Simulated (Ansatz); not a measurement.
# S on Hf(0001): change of the work function, part 2 of 2

Wanted: Δφ(θ) for S/Hf(0001), starting from the fcc site.

Ansatz 0.2.0; plane-wave DFT, PBE, Ansatz PAW.

So far, work function, upper face (eV): step 2 (the clean slab) 4.33; step 3 (37 atoms, coverage 0.111 ML, cell 3x3) 4.41; step 4 (17 atoms, coverage 0.25 ML, cell 2x2) 4.57.

## Step 5: The covered slab, k-mesh 6×6×1, coverage 0.5 ML

System of this step: S/Hf(0001). The cell holds 18 atoms: 16 Hf and 2 S. Its edges and angles: a = 6.400 Å, b = 6.400 Å, c = 27.765 Å, α = 90.0°, β = 90.0°, γ = 60.0°. Vacuum lies along c.

The input, input.yaml:

```yaml
crystal:
  lattice:
    - [6.4, 0.0, 0.0]
    - [3.2, 5.5425625842, 0.0]
    - [0.0, 0.0, 27.7647417261]
  atoms:
    - { symbol: Hf, position: [0.3333333333, 0.3333333333, 0.3241521239] }
    - { symbol: Hf, position: [0.0, 0.0, 0.4153181079] }
    - { symbol: Hf, position: [0.3333333333, 0.3333333333, 0.5103886146] }
    - { symbol: Hf, position: [0.0, 0.0, 0.596087531] }
    - { symbol: Hf, position: [0.3333333333, 0.8333333333, 0.3241521239] }
    - { symbol: Hf, position: [0.0, 0.5, 0.4153181079] }
    - { symbol: Hf, position: [0.3333333333, 0.8333333333, 0.5103886146] }
    - { symbol: Hf, position: [0.0, 0.5, 0.596087531] }
    - { symbol: Hf, position: [0.8333333333, 0.3333333333, 0.3241521239] }
    - { symbol: Hf, position: [0.5, 0.0, 0.4153181079] }
    - { symbol: Hf, position: [0.8333333333, 0.3333333333, 0.5103886146] }
    - { symbol: Hf, position: [0.5, 0.0, 0.596087531] }
    - { symbol: Hf, position: [0.8333333333, 0.8333333333, 0.3241521239] }
    - { symbol: Hf, position: [0.5, 0.5, 0.4153181079] }
    - { symbol: Hf, position: [0.8333333333, 0.8333333333, 0.5103886146] }
    - { symbol: Hf, position: [0.5, 0.5, 0.596087531] }
    - { symbol: S, position: [0.1666666667, 0.1666666667, 0.6758478761] }
    - { symbol: S, position: [0.6666666667, 0.1666666667, 0.6758478761] }
kpoints:
  mp_grid: { grid: [6, 6, 1] }
hamiltonian:
  xc: pbe
scf:
  occupations: { method: fermi_dirac, width: 0.1 }
  convergence: { dr2_threshold: 1.0e-08 }
efield:
  axis: 3
  dipole_correction: true
  ramp_position: 0.97
  ramp_width: 0.06
relax:
  f_tol: 0.02
  max_steps: 60
  constraints: [{ sites: [0, 1, 4, 5, 8, 9, 12, 13] }]
output:
  dos: { projected: true, e_range: [-8, 4] }
  write_potential: true
  write_density: true
  volumetric_format: npy
  elf: true
```

Run with:

```console
$ ansatz run input.yaml --threads 4 --pin off --max-ram 16384MiB --backend cpu --events-out ev --progress --plain --runs-dir out
```

The job ended after 20 min (4 threads of Arm Neoverse V1, shared host; peak memory 6.4 GiB; 76 min of CPU time).

Step by step:

| step | energy less that of the first step (eV) | largest force component (eV/Å) |
| --- | --- | --- |
| 1 | 0.0000 | 3.0063 |
| 2 | -1.6567 | 1.9829 |
| 3 | -2.0406 | 0.7366 |
| 4 | -2.0249 | 1.0922 |
| 5 | -2.1529 | 0.1574 |
| 6 | -2.1602 | 0.0795 |
| 7 | -2.1637 | 0.0112 |

Relaxation step 4 was tried and not accepted.

The run keeps the 4 symmetry operations that the program found, so distortions that break them were not tested.

The atoms that moved most (Å):

| atom | dx | dy | dz | length |
| --- | --- | --- | --- | --- |
| S18 | 0.000 | 0.159 | -0.461 | 0.488 |
| S17 | 0.000 | 0.159 | -0.461 | 0.488 |
| Hf4 | 0.000 | -0.010 | 0.116 | 0.117 |
| Hf12 | 0.000 | -0.010 | 0.116 | 0.117 |
| Hf16 | 0.000 | 0.053 | 0.008 | 0.054 |
| Hf8 | 0.000 | 0.053 | 0.008 | 0.054 |
| Hf7 | 0.000 | 0.033 | -0.018 | 0.037 |
| Hf15 | 0.000 | 0.033 | -0.018 | 0.037 |

Final coordinates:

```cif
data_structure
_symmetry_space_group_name_H-M 'P 1'
_symmetry_Int_Tables_number 1
_cell_length_a 6.4000
_cell_length_b 6.4000
_cell_length_c 27.7647
_cell_angle_alpha 90.000
_cell_angle_beta 90.000
_cell_angle_gamma 60.000
_cell_volume 984.88
loop_
_atom_site_label
_atom_site_type_symbol
_atom_site_fract_x
_atom_site_fract_y
_atom_site_fract_z
_atom_site_occupancy
Hf1 Hf 0.33333 0.33333 0.32415 1
Hf2 Hf 0.00000 0.00000 0.41532 1
Hf3 Hf 0.33316 0.33369 0.50987 1
Hf4 Hf 0.00087 0.99827 0.60027 1
Hf5 Hf 0.33333 0.83333 0.32415 1
Hf6 Hf 0.00000 0.50000 0.41532 1
Hf7 Hf 0.33036 0.83928 0.50975 1
Hf8 Hf 0.99518 0.50964 0.59636 1
Hf9 Hf 0.83333 0.33333 0.32415 1
Hf10 Hf 0.50000 0.00000 0.41532 1
Hf11 Hf 0.83316 0.33369 0.50987 1
Hf12 Hf 0.50087 0.99827 0.60027 1
Hf13 Hf 0.83333 0.83333 0.32415 1
Hf14 Hf 0.50000 0.50000 0.41532 1
Hf15 Hf 0.83036 0.83928 0.50975 1
Hf16 Hf 0.49518 0.50964 0.59636 1
S17 S 0.15235 0.19530 0.65924 1
S18 S 0.65235 0.19530 0.65924 1
```

The relaxation took 7 steps and lowered the energy by 2.2 eV; the largest force on the free atoms ends at 0.011 eV/Å.

The covered face has 5.13 eV, +0.80 eV against the clean one; the bare back face has moved by -0.01 eV, a measure of how thin the slab is.

## Step 6: Adsorbate added, k-mesh 12×12×1, coverage 1 ML

System of this step: S/Hf(0001). The cell holds 5 atoms: 4 Hf and 1 S. Its edges and angles: a = 3.200 Å, b = 3.200 Å, c = 27.765 Å, α = 90.0°, β = 90.0°, γ = 60.0°. Vacuum lies along c.

input.yaml, the sections that differ from step 5:

```yaml
crystal:
  lattice:
    - [3.2, 0.0, 0.0]
    - [1.6, 2.7712812921, 0.0]
    - [0.0, 0.0, 27.7647417261]
  atoms:
    - { symbol: Hf, position: [0.6666666667, 0.6666666667, 0.3241521239] }
    - { symbol: Hf, position: [0.0, 0.0, 0.4153181079] }
    - { symbol: Hf, position: [0.6666666667, 0.6666666667, 0.5103886146] }
    - { symbol: Hf, position: [0.0, 0.0, 0.596087531] }
    - { symbol: S, position: [0.3333333333, 0.3333333333, 0.6758478761] }
kpoints:
  mp_grid: { grid: [12, 12, 1] }
relax:
  f_tol: 0.02
  max_steps: 60
  constraints: [{ sites: [0, 1] }]
output:
  write_potential: true
  write_density: true
  volumetric_format: npy
# hamiltonian, scf, efield: as in step 5
```

It took 53 s on 4 threads; peak memory 0.79 GiB; 3.4 min of CPU time.

Relaxation path:

| step | energy less that of the first step (eV) | largest force component (eV/Å) |
| --- | --- | --- |
| 1 | 0.0000 | 2.9346 |
| 2 | -0.7619 | 1.6318 |
| 3 | -0.8985 | 1.3511 |
| 4 | -0.8362 | 2.1343 |
| 5 | -0.9894 | 0.0755 |
| 6 | -0.9907 | 0.0188 |

Relaxation step 4 was tried and not accepted.

The run keeps the 6 symmetry operations that the program found, so distortions that break them were not tested.

The atoms that moved most (Å):

| atom | dx | dy | dz | length |
| --- | --- | --- | --- | --- |
| S5 | 0.000 | 0.000 | -0.453 | 0.453 |
| Hf4 | 0.000 | 0.000 | 0.129 | 0.129 |
| Hf3 | 0.000 | 0.000 | -0.049 | 0.049 |

The relaxed structure:

```cif
data_structure
_symmetry_space_group_name_H-M 'P 1'
_symmetry_Int_Tables_number 1
_cell_length_a 3.2000
_cell_length_b 3.2000
_cell_length_c 27.7647
_cell_angle_alpha 90.000
_cell_angle_beta 90.000
_cell_angle_gamma 60.000
_cell_volume 246.22
loop_
_atom_site_label
_atom_site_type_symbol
_atom_site_fract_x
_atom_site_fract_y
_atom_site_fract_z
_atom_site_occupancy
Hf1 Hf 0.66667 0.66667 0.32415 1
Hf2 Hf 0.00000 0.00000 0.41532 1
Hf3 Hf 0.66667 0.66667 0.50861 1
Hf4 Hf 0.00000 0.00000 0.60072 1
S5 S 0.33333 0.33333 0.65954 1
```

The relaxation took 6 steps and lowered the energy by 0.99 eV; the largest force on the free atoms ends at 0.019 eV/Å.

The covered face has 5.82 eV, +1.49 eV against the clean one; the bare back face has moved by -0.00 eV, a measure of how thin the slab is.

## Step 7: Work function against coverage

This step: plane-wave DFT, PBE, Ansatz PAW; work function against coverage (Ansatz 0.2.0).

The runs are now put side by side.

Numbers from this step:

| Item | Value |
| --- | --- |
| work function of the clean face | 4.332 eV |
| largest change of the work function | 1.489 eV |

Work function of the covered face against coverage:

| coverage (adsorbates/nm²) | work function of the covered face (eV) |
| --- | --- |
| 0.00 | 4.33 |
| 1.25 | 4.41 |
| 2.82 | 4.57 |
| 5.64 | 5.13 |
| 11.28 | 5.82 |

The dipole per adsorbate comes from the change of the cell's dipole. Coverage, by row:

| coverage (1/nm²) | coverage (ML) | work function (eV) | change (eV) | dipole per adsorbate, positive end outwards (debye) | mean height of the added atoms over the highest substrate atom (Å) |
| --- | --- | --- | --- | --- | --- |
| 1.253 | 0.1111 | 4.41 | 0.0777 | -0.178 | 1.658 |
| 2.819 | 0.25 | 4.568 | 0.2361 | -0.232 | 1.681 |
| 5.638 | 0.5 | 5.13 | 0.7975 | -0.38 | 1.637 |
| 11.28 | 1 | 5.821 | 1.489 | -0.351 | 1.633 |

## Step 8: Summary of results

| Property | Result |
| --- | --- |
| work function of the clean face | 4.33 eV |
| work function at 0.11 ML | 4.41 eV |
| work function at 0.25 ML | 4.57 eV |
| work function at 0.5 ML | 5.13 eV |
| work function at 1 ML | 5.82 eV |
| dipole per adsorbate at 0.11 ML, positive end outwards | -0.18 D |

At the lowest coverage S changes the work function of Hf(0001) by under 0.15 eV, within the error of so thin a slab; the largest change, +1.49 eV, comes at higher coverage. The slab has 4 layers, at the tabulated experimental lattice constant, one starting site was run, and quantum-size effects of a slab this thin can reach one or two tenths of an eV.

[Long decimals in the printed logs are rounded to 6 places.]

[Logs are printed without paths, hosts, clocks, repeated set-up lines and the standing remarks that a program may print on its own settings, such as how far it seeks lower states.]

[Hosts, paths, dates, database ids (printed as entryN), source tags and the programs' standing remarks are cut or masked in the printed files.]

[Maps of the electrostatic potential energy from Ansatz leave out the sawtooth potential of an applied field or a dipole correction, so their vacuum need not be flat; planar profiles and work functions include it.]
